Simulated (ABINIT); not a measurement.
## GaAs (F-43m): G0W0 with and without spin-orbit coupling

Is the spin-orbit change of the gap of GaAs (F-43m) the same in DFT and in GW?

Calculated with ABINIT 10.8.3; PBE and many-body steps on it, plane waves.

**The experiments to reproduce.**

- Gap 1.51 eV: band-edge emission energy from PL (direct gap at Gamma); photoluminescence, 633 nm excitation; 77 K; bulk crystal (MBE GaAs matrix around a thin InAs wetting layer on semi-insulating GaAs (100)) (“Photoluminescence of InAs/GaAs quantum dots under direct two-photon excitation”, 2020, pmc:7331710).

- Gap 1.412 ± 0.01 eV: direct gap E0 at Gamma from ellipsometry; variable-angle spectroscopic ellipsometry, parametric critical-point fit; 300 K; bulk crystal (semi-insulating GaAs(001) reference substrate with native oxide) (“Evidence of valence band perturbations in GaAsN/GaAs(001): A combined variable-angle spectroscopic ellipsometry and modulated photoreflectance investigation”, 2008, arxiv:0805.2212).

- Gap 1.418 ± 0.005 eV: direct gap E0 at Gamma from PR; modulated photoreflectance, low-field lineshape fit; 300 K; bulk crystal (semi-insulating GaAs(001) reference substrate) (“Evidence of valence band perturbations in GaAsN/GaAs(001): A combined variable-angle spectroscopic ellipsometry and modulated photoreflectance investigation”, 2008, arxiv:0805.2212).

- Gap 1.42 eV: band-edge photoluminescence emission energy of the GaAs substrate; time-integrated photoluminescence; 300 K; bulk crystal ((001) GaAs substrate beneath GaBiAs epilayers) (“Investigation of the anisotropic electron g factor as a probe of the electronic structure of GaBixAs1-x/GaAs epilayers”, 2014, arxiv:1409.8467).

- Gap 1.42 eV: fundamental direct gap E0 at Gamma, seen as sharp points in Psi and Delta; spectroscopic ellipsometry; 300 K; bulk crystal (semi-insulating GaAs (100) substrate) (“Ellipsometric study of the Electronic Structure of GaMnAs and LT-GaAs”, 2004, arxiv:cond-mat/0404304).

Most raw output is cut from this account.

### Step 1. The starting structure

It takes space group F-43m (No. 216, cubic). Conventional cell: a = 5.654 Å, b = 5.654 Å, c = 5.654 Å, α = 90.00°, β = 90.00°, γ = 90.00°. Nearest to Ga lie 4 As at 2.45 Å. As has 4 Ga at 2.45 Å nearest. Farther neighbours are not listed.

Structure file:

```cif
data_structure
_symmetry_space_group_name_H-M 'P 1'
_symmetry_Int_Tables_number 1
_cell_length_a 3.9978
_cell_length_b 3.9978
_cell_length_c 3.9978
_cell_angle_alpha 60.000
_cell_angle_beta 60.000
_cell_angle_gamma 60.000
_cell_volume 45.18
loop_
_atom_site_label
_atom_site_type_symbol
_atom_site_fract_x
_atom_site_fract_y
_atom_site_fract_z
_atom_site_occupancy
Ga1 Ga 0.00000 0.00000 0.00000 1
As2 As 0.25000 0.25000 0.25000 1
```

The cell and positions come from the Crystallography Open Database and are kept as given unless a step says otherwise.

### Step 2. Empty states on the mesh, 4×4×4 mesh, 92 bands

This step: ABINIT 10.8.3; DFT, PBE, plane waves, norm-conserving pseudopotentials.

The sums over transitions need many empty states on a uniform mesh; this step solves for them.

run.abi reads:

```
acell 3*1.0 Angstrom
rprim 
  0.000000000000 2.826850000000 2.826850000000
  2.826850000000 0.000000000000 2.826850000000
  2.826850000000 2.826850000000 0.000000000000
ntypat 2
znucl 31 33
natom 2
typat 1 2
xred 
  0.000000000000 0.000000000000 0.000000000000
  0.250000000000 0.250000000000 0.250000000000
pp_dirpath "pseudos"
pseudos "Ga.upf, As.upf"
ecut 45
ngkpt 4 4 4
nshiftk 1
shiftk 0 0 0
kptopt 1
chksymbreak 0
iscf -2
irdden 1
istwfk *1
nband 92
nbdbuf 8
tolwfr 1e-09
nstep 60
prtvol 0
indata_prefix "in"
outdata_prefix "out"
tmpdata_prefix "tmp"
```

The run is started by

```bash
> OMP_NUM_THREADS=1 mpirun -n 4 abinit run.abi > log
```

The job ended after 22 s (4 MPI ranks of Arm Neoverse V1, shared host; peak memory 0.33 GiB; 89 s of CPU time).

This step gave:

```yaml
gap: 0.5078 eV
k_of_the_valence_top: 0, 0, 0
k_of_the_conduction_bottom: 0, 0, 0
least_direct_gap: 0.5078 eV
k_points_computed: 8
lowest_point_of_the_top_converged_band_above_the_valence_top: 62.4597 eV
```

On this mesh the gap is 0.508 eV.

The density comes from a self-consistent run that is not shown.

### Step 3. Screening, 4×4×4 mesh, 84 bands, screening to 133.3 eV

The RPA dielectric matrix is built and inverted for each q.

This step: RPA screening on PBE, plane waves, norm-conserving pseudopotentials.

run.abi, as its differences from that of step 2:

```diff
@@ -20,10 +20,11 @@
 chksymbreak 0
-iscf -2
-irdden 1
 istwfk *1
-nband 92
-nbdbuf 8
-tolwfr 1e-09
-nstep 60
-prtvol 0
+occopt 1
+irdwfk 1
+optdriver 3
+nband 84
+ecuteps 4.9
+inclvkb 0
+awtr 1
+symchi 1
 indata_prefix "in"
```

Elapsed: 33 s, on 4 MPI ranks; peak memory 0.98 GiB; 2.2 min of CPU time.

This step gave:

| Quantity | Value |
| --- | --- |
| ε∞ with local fields, on this mesh, along the program's q direction | 172.9 |
| the same without local fields | 184.0 |
| plasma frequency | 36.65 eV |
| plane waves in the screening matrix | 169 |

Local fields lower ε∞ by 6 %. The value itself is an artefact of the mesh, where one narrow direct gap carries too much weight.

### Step 4. Scalar-relativistic

The self-energy is evaluated for the states that the input lists, and the levels follow from it, in one-shot runs by the linearised quasiparticle equation.

This step: G0W0 on PBE, plane waves, norm-conserving pseudopotentials.

run.abi, as its differences from that of step 3:

```diff
@@ -23,8 +23,19 @@
 irdwfk 1
-optdriver 3
+optdriver 4
 nband 84
+gwcalctyp 0
+ecutsigx 45
+symsigma 1
+nkptgw 3
+kptgw 
+  0.0000000000 0.0000000000 0.0000000000
+  0.5000000000 0.0000000000 0.0000000000
+  0.5000000000 0.5000000000 0.0000000000
+bdgw 
+  20 26
+  21 25
+  21 24
 ecuteps 4.9
-inclvkb 0
-awtr 1
-symchi 1
+irdscr 1
+ppmodel 1
 indata_prefix "in"
```

Wall time 11 s (4 MPI ranks); peak memory 0.83 GiB; 43 s of CPU time.

Numbers from this step:

```
G0W0 gap on the points computed              : 1.158 eV
starting gap on the mesh                     : 0.5078 eV
k of the valence top                         : 0, 0, 0
k of the conduction bottom                   : 0, 0, 0
Z at the valence top                         : 0.803
Z at the conduction bottom                   : 0.807
least direct G0W0 gap on the computed points : 1.158 eV
```

The gap on the mesh goes from 0.51 eV to 1.16 eV, a correction of +0.65 eV.

### Step 5. Empty states on the mesh, 4×4×4 mesh, 184 bands

This step: DFT, PBE with spin-orbit coupling, plane waves, norm-conserving pseudopotentials.

run.abi reads:

```
acell 3*1.0 Angstrom
rprim 
  0.000000000000 2.826850000000 2.826850000000
  2.826850000000 0.000000000000 2.826850000000
  2.826850000000 2.826850000000 0.000000000000
ntypat 2
znucl 31 33
natom 2
typat 1 2
xred 
  0.000000000000 0.000000000000 0.000000000000
  0.250000000000 0.250000000000 0.250000000000
pp_dirpath "pseudos"
pseudos "Ga.upf, As.upf"
ecut 45
nspinor 2
ngkpt 4 4 4
nshiftk 1
shiftk 0 0 0
kptopt 1
chksymbreak 0
iscf -2
irdden 1
istwfk *1
nband 184
nbdbuf 16
tolwfr 1e-09
nstep 60
prtvol 0
indata_prefix "in"
outdata_prefix "out"
tmpdata_prefix "tmp"
```

It took 2.5 min on 4 MPI ranks; peak memory 0.56 GiB.

This step gave:

```yaml
gap: 0.4016 eV
k_of_the_valence_top: 0, 0, 0
k_of_the_conduction_bottom: 0, 0, 0
least_direct_gap: 0.4016 eV
k_points_computed: 8
lowest_point_of_the_top_converged_band_above_the_valence_top: 62.3835 eV
```

On this mesh the gap is 0.402 eV.

The density comes from a self-consistent run that is not shown, made with spin-orbit coupling and fully relativistic files.

### Step 6. Screening, 4×4×4 mesh, 168 bands, screening to 133.3 eV

This step: RPA screening on PBE with spin-orbit coupling, plane waves, norm-conserving pseudopotentials.

run.abi, as its differences from that of step 5:

```diff
@@ -21,10 +21,11 @@
 chksymbreak 0
-iscf -2
-irdden 1
 istwfk *1
-nband 184
-nbdbuf 16
-tolwfr 1e-09
-nstep 60
-prtvol 0
+occopt 1
+irdwfk 1
+optdriver 3
+nband 168
+ecuteps 4.9
+inclvkb 0
+awtr 1
+symchi 1
 indata_prefix "in"
```

Run time: 5.6 min. Hardware: 4 MPI ranks; peak memory 3 GiB.

This step gave:

```
ε∞ with local fields, on this mesh, along the program's q direction : 241.1
the same without local fields                                       : 256.0
plasma frequency                                                    : 36.65 eV
plane waves in the screening matrix                                 : 169
```

### Step 7. With spin-orbit coupling

This step: G0W0 on PBE with spin-orbit coupling, plane waves, norm-conserving pseudopotentials.

run.abi, as its differences from that of step 6:

```diff
@@ -24,8 +24,19 @@
 irdwfk 1
-optdriver 3
+optdriver 4
 nband 168
+gwcalctyp 0
+ecutsigx 45
+symsigma 0
+nkptgw 3
+kptgw 
+  0.0000000000 0.0000000000 0.0000000000
+  0.5000000000 0.0000000000 0.0000000000
+  0.5000000000 0.5000000000 0.0000000000
+bdgw 
+  41 48
+  41 48
+  41 48
 ecuteps 4.9
-inclvkb 0
-awtr 1
-symchi 1
+irdscr 1
+ppmodel 1
 indata_prefix "in"
```

Elapsed: 5.3 min, on 4 MPI ranks; peak memory 2 GiB; 21 min of CPU time.

This step gave:

| Property | Result |
| --- | --- |
| G0W0 gap on the points computed | 1.057 eV |
| starting gap on the mesh | 0.4016 eV |
| k of the valence top | 0, 0, 0 |
| k of the conduction bottom | 0, 0, 0 |
| Z at the valence top | 0.804 |
| Z at the conduction bottom | 0.807 |
| least direct G0W0 gap on the computed points | 1.057 eV |

Against G0W0 in ABINIT (4×4×4 mesh, 84 bands, screening to 133.3 eV, Godby-Needs plasmon pole), the gap moves by −0.101 eV.

### Step 8. Side by side

Times are wall times on 4 MPI ranks of Arm Neoverse V1, shared host, good to a factor of about two. A run's time includes the screening step that it read.

```
                     run   mesh  bands  screening cutoff (eV)  DFT gap (eV)  gap on the mesh (eV)  direct (eV)  ε∞ used    time
     scalar-relativistic  4×4×4     84                  133.3         0.508                 1.158        1.158   172.86    44 s
with spin-orbit coupling  4×4×4    168                  133.3         0.402                 1.057        1.057   241.06  11 min
```

### Step 9. What came out

```json
{
  "scalar-relativistic": "1.158 eV",
  "with spin-orbit coupling": "1.057 eV",
  "known limits": "not at the basis limit; screening runs away on this mesh; screening head approximate; no spin-orbit coupling in some runs; coarse k mesh"
}
```

In words: With spin-orbit coupling: −0.101 eV against scalar-relativistic, −0.106 eV of it in the start. Against experiment, by with spin-orbit coupling: the direct gap of 1.06 eV lies −0.45 eV from the measured 1.51 eV (exciton, 77 K, 2020); the direct gap of 1.06 eV lies −0.35 eV from the measured 1.412 ± 0.01 eV (direct, 300 K, 2008); the direct gap of 1.06 eV lies −0.36 eV from the measured 1.418 ± 0.005 eV (direct, 300 K, 2008); the direct gap of 1.06 eV lies −0.36 eV from the measured 1.42 eV (exciton, 300 K, 2014); the direct gap of 1.06 eV lies −0.36 eV from the measured 1.42 eV (direct, 300 K, 2004). An exciton line or allowed optical edge lies below the quasiparticle gap by the binding energy; a forbidden edge can push the onset above it. These are gaps on the mesh, at modest bands and cutoff. The calculation has static nuclei and no excitons; a measured gap holds zero-point and thermal motion, which mostly lowers it. Against the values above the computed gap that would widen the miss. A likelier cause is too strong a screening: the start's gap is only 0.40 eV, the mesh is coarse, and one shot does not repair that. Bands and cutoff are finite, so the gap is not at the basis limit. The miss can reach some tenths of an eV and take either sign; the mesh is an error of its own. In the first G0W0 run levels were corrected at 3 k points alone, so a gap called «on the mesh» is the least over those, and an edge elsewhere would be missed. The 4×4×4 mesh is coarse for this cell, which bears on the long-range parts of exchange and screening. On this mesh the RPA ε∞ passes 90, more than nearly any semiconductor shows; a coarse mesh does this where one point with a narrow direct gap carries much weight. The screening is then too strong, and the G0W0 gap should not be taken as the material's. The long-wavelength limit of the screening leaves out the non-local commutator, which shifts ε∞.

[Paths, hosts, dates, memory and timing lines, banners, echoed tables and standing remarks are left out of the program output.]

[Logs are printed without paths, hosts, clocks, repeated set-up lines and the standing remarks that a program may print on its own settings, such as how far it seeks lower states.]

[Runs of the session that timed out or met a known fault of the program may be left out.]

[No measured gap is set beside runs whose start may be inverted or whose files or cutoffs have a known fault.]

[Hosts, paths, dates, database ids (printed as entryN), source tags and the programs' standing remarks are cut or masked in the printed files.]

[G0W0 gaps are taken among the corrected bands and points alone; a level outside them can change the order at an edge.]

[Where Ansatz stands beside ABINIT at settings called matched, ABINIT's density can come from a denser mesh and the files from another edition; pairs whose starting gaps differed by over 0.03 eV were left out, so agreement reads better than it is.]
